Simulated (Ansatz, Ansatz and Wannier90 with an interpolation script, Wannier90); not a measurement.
# G0W0 band structure of SrLaGaO4 (I4mm), part 2 of 2

G0W0 gives levels on a mesh alone; what do the bands of SrLaGaO4 (I4mm) look like between the points?

Ansatz 0.2.0; LDA, Wannier functions and G0W0, plane waves, PAW. Known limits of the many-body steps: not at the basis limit; f levels unsure; no spin-orbit coupling.

So far. Step 4 (Wannier functions by Wannier90 (La:5d La:4f O:2p) on …): Near the gap the model misses directly solved bands by 1.0 meV r.m.s. and by 17 meV at most in the window tested. This tests the starting bands, not the corrections carried with them. Step 5 (G0W0 at every point of the mesh: 6×6×6 mesh, 285 empty …): The gap on the mesh goes from 3.25 eV to 5.15 eV, a correction of +1.89 eV.

### Step 6. Interpolating the corrections (continued)

Minima of the lowest conduction band, from levels solved directly at the displaced points, plus the interpolated correction; masses are left empty at degenerate points, on flat bands and where the interpolated correction rules the curvature; G0W0 masses are rough. Conduction valleys, by row:

| point | k (reciprocal lattice) | valleys in the zone | G0W0 level above the valence top (eV) | LDA level above the valence top (eV) | G0W0 principal masses (m_e) | LDA principal masses (m_e) |
| --- | --- | --- | --- | --- | --- | --- |
| M | -0.500 -0.500 -0.500 | 1 | 5.111 | 3.23 | - | 0.615 0.615 0.946 |
| - | -0.087 0.087 0.087 | 4 | 5.868 | 3.862 | - | - |

Second differences of levels solved directly at the displaced points, plus the interpolated correction, at the quasiparticle band edges; no spin-orbit coupling; left empty where the band is flat or the interpolated correction rules the curvature. Effective masses, by row:

| carrier | point | Cartesian direction | band | LDA mass (m_e) | G0W0 mass (m_e) |
| --- | --- | --- | --- | --- | --- |
| hole | 0.120 -0.121 0.121 | 100 | 29 | 11.12 | 9.569 |
| hole | 0.120 -0.121 0.121 | 010 | 29 | 2.366 | 2.311 |
| hole | 0.120 -0.121 0.121 | 001 | 29 | 1.678 | 1.573 |
| hole | 0.120 -0.121 0.121 | 110 | 29 | 3.545 | 3.397 |
| hole | 0.120 -0.121 0.121 | 111 | 29 | 2.796 | 2.637 |

Corrections by starting level (eV, on the run's own energy scale, so only their differences matter):

| start | correction |
| --- | --- |
| -7.15 | −0.61 |
| -4.53 | −0.62 |
| -3.37 | −0.66 |
| -2.85 | −0.66 |
| -2.23 | −0.66 |
| -1.83 | −0.58 |
| -1.71 | −0.66 |
| -1.47 | −0.59 |
| -1.26 | −0.59 |
| -1.09 | −0.58 |
| -0.80 | −0.52 |
| -0.61 | −0.54 |
| -0.40 | −0.48 |
| -0.25 | −0.47 |
| -0.14 | −0.50 |
| -0.07 | −0.47 |
| 3.25 | +1.42 |
| 3.79 | +1.22 |

### Step 7. LDA+SOC bands, for comparison

The many-body steps leave out spin-orbit coupling, so its effect is taken from a two-component run, with twice the bands.

This step: DFT, LDA with spin-orbit coupling, plane waves, PAW.

input.yaml reads:

```yaml
crystal:
  lattice:
    - [-1.949933, 1.949933, 6.295103]
    - [1.949933, -1.949933, 6.295103]
    - [1.949933, 1.949933, -6.295103]
  atoms:
    - { symbol: Sr, position: [0.641764, 0.641764, 0.0] }
    - { symbol: La, position: [0.35792, 0.35792, 0.0] }
    - { symbol: Ga, position: [0.00459, 0.00459, 0.0] }
    - { symbol: O, position: [0.994913, 0.494913, 0.5] }
    - { symbol: O, position: [0.494913, 0.994913, 0.5] }
    - { symbol: O, position: [0.835076, 0.835076, 0.0] }
    - { symbol: O, position: [0.170824, 0.170824, 0.0] }
kpoints:
  mp_grid: { grid: [6, 6, 6] }
  band_path:
    path:
      - [[0.0, 0.0, 0.0], [0.0, 0.0, 0.5], [0.25, 0.25, 0.25], [0.0, 0.5, 0.0], [0.0, 0.0, 0.0], [0.5, 0.5, -0.5], [0.27398688, 0.72601312, -0.27398688]]
      - [[-0.27398688, 0.27398688, 0.27398688], [0.0, 0.0, 0.0]]
      - [[0.0, 0.0, 0.5], [-0.04797375, 0.04797375, 0.5]]
      - [[0.5, 0.5, -0.04797375], [0.5, 0.5, -0.5]]
    npoints: 10
hamiltonian:
  xc: lda
scf:
  occupations: { method: fermi_dirac, width: 0.02 }
  n_extra_bands: 12
magnetization:
  noncollinear: true
  spin_orbit: true
output:
  eigenvalues: true
  forces: true
  stress: true
```

The run is started by

```console
$ ansatz run input.yaml --threads 4 --pin off --max-ram 18432MiB --backend cpu --events-out ev --progress --plain --runs-dir out
```

Elapsed: 69 s, on 4 threads of Arm Neoverse V1, shared host; peak memory 1.1 GiB; 4.5 min of CPU time.

This step gave:

```
pressure             : -10.15 GPa
filled bands         : 58
gap                  : 3.205 eV
valence top at       : k = (-0.137, 0.137, 0.137)
conduction bottom at : M
least direct gap     : 3.421 eV
```

The gap stands −0.03 eV against LDA.

The electronic bands at the labelled points (eV, zero at the top of the highest nominally filled band):

| point | band 55 | band 56 | band 57 | band 58 | band 59 | band 60 | band 61 | band 62 |
| --- | --- | --- | --- | --- | --- | --- | --- | --- |
| Γ | -0.25 | -0.25 | -0.19 | -0.19 | 3.68 | 3.68 | 3.74 | 3.74 |
| halfway | -0.23 | -0.21 | -0.10 | -0.09 | 4.21 | 4.26 | 4.50 | 4.58 |
| X | -0.16 | -0.16 | -0.14 | -0.14 | 4.42 | 4.42 | 4.59 | 4.59 |
| halfway | -0.18 | -0.18 | -0.16 | -0.16 | 4.43 | 4.43 | 4.59 | 4.59 |
| P | -0.18 | -0.18 | -0.16 | -0.16 | 4.43 | 4.43 | 4.59 | 4.59 |
| halfway | -0.39 | -0.39 | -0.34 | -0.33 | 4.42 | 4.45 | 4.53 | 4.58 |
| N | -0.36 | -0.36 | -0.27 | -0.27 | 4.41 | 4.41 | 4.55 | 4.55 |
| halfway | -0.65 | -0.65 | -0.09 | -0.04 | 3.98 | 4.01 | 4.56 | 4.58 |
| Γ | -0.25 | -0.25 | -0.19 | -0.19 | 3.68 | 3.68 | 3.74 | 3.74 |
| halfway | -0.33 | -0.33 | -0.25 | -0.25 | 3.42 | 3.42 | 3.99 | 3.99 |
| M | -0.32 | -0.32 | -0.22 | -0.22 | 3.20 | 3.20 | 4.04 | 4.04 |
| halfway | -0.42 | -0.41 | -0.24 | -0.24 | 3.81 | 3.84 | 4.49 | 4.51 |
| S | -0.43 | -0.42 | -0.13 | -0.13 | 4.38 | 4.40 | 4.53 | 4.56 |
| jump to S0 | -0.43 | -0.42 | -0.13 | -0.13 | 4.38 | 4.40 | 4.53 | 4.56 |
| halfway | -0.71 | -0.70 | -0.06 | 0.00 | 4.05 | 4.08 | 4.57 | 4.59 |
| Γ | -0.25 | -0.25 | -0.19 | -0.19 | 3.68 | 3.68 | 3.74 | 3.74 |
| jump to X | -0.16 | -0.16 | -0.14 | -0.14 | 4.42 | 4.42 | 4.59 | 4.59 |
| halfway | -0.17 | -0.16 | -0.14 | -0.13 | 4.41 | 4.43 | 4.58 | 4.58 |
| R | -0.18 | -0.18 | -0.13 | -0.12 | 4.41 | 4.44 | 4.58 | 4.58 |
| jump to G | -0.18 | -0.18 | -0.13 | -0.12 | 4.41 | 4.44 | 4.58 | 4.58 |
| halfway | -0.35 | -0.35 | -0.19 | -0.19 | 4.15 | 4.21 | 4.52 | 4.60 |
| M | -0.32 | -0.32 | -0.22 | -0.22 | 3.20 | 3.20 | 4.04 | 4.04 |

### Step 8. Results

```
LDA gap                             : 3.23 eV
G0W0 gap over the zone              : 5.11 eV, indirect
least direct G0W0 gap, in the model : 5.35 eV
with the spin-orbit change          : 5.09 eV
GW settings                         : 6×6×6 mesh, 285 empty bands, screening to 120 eV
known limits                        : not at the basis limit; f levels unsure; no spin-orbit coupling
```

The Wannier model follows the LDA bands to under 1 meV r.m.s. near the gap. The G0W0 gap over the zone is 5.11 eV, indirect, from k = (0.120, -0.120, 0.121) to M; on the mesh alone it is 5.15 eV, and a rigid shift of the LDA bands would give 5.12 eV. The valence width in the model goes from 7.18 eV to 7.32 eV. LDA+SOC gives a gap of 3.20 eV on the same path, a spin-orbit change of −0.03 eV that would bring the G0W0 gap to 5.09 eV. Bands and cutoff are finite, so the gap is not at the basis limit. The miss can reach some tenths of an eV and take either sign; the mesh is an error of its own. Beside the filled d shell of Ga, one-shot G0W0 from a semilocal start often leaves the gap short. Above the frozen window of the model the interpolated levels need not meet the computed ones, even at points of the mesh. Empty 4f levels lie among the conduction bands. Their place in the start is unsure; it enters the screening, and the edge itself where they lie low.

[Paths, hosts, dates, memory and timing lines, banners, echoed tables and standing remarks are left out of the program output.]

[Logs are printed without paths, hosts, clocks, repeated set-up lines and the standing remarks that a program may print on its own settings, such as how far it seeks lower states.]

[Runs of the session that timed out or met a known fault of the program may be left out.]

[Hosts, paths, dates, database ids (printed as entryN), source tags and the programs' standing remarks are cut or masked in the printed files.]
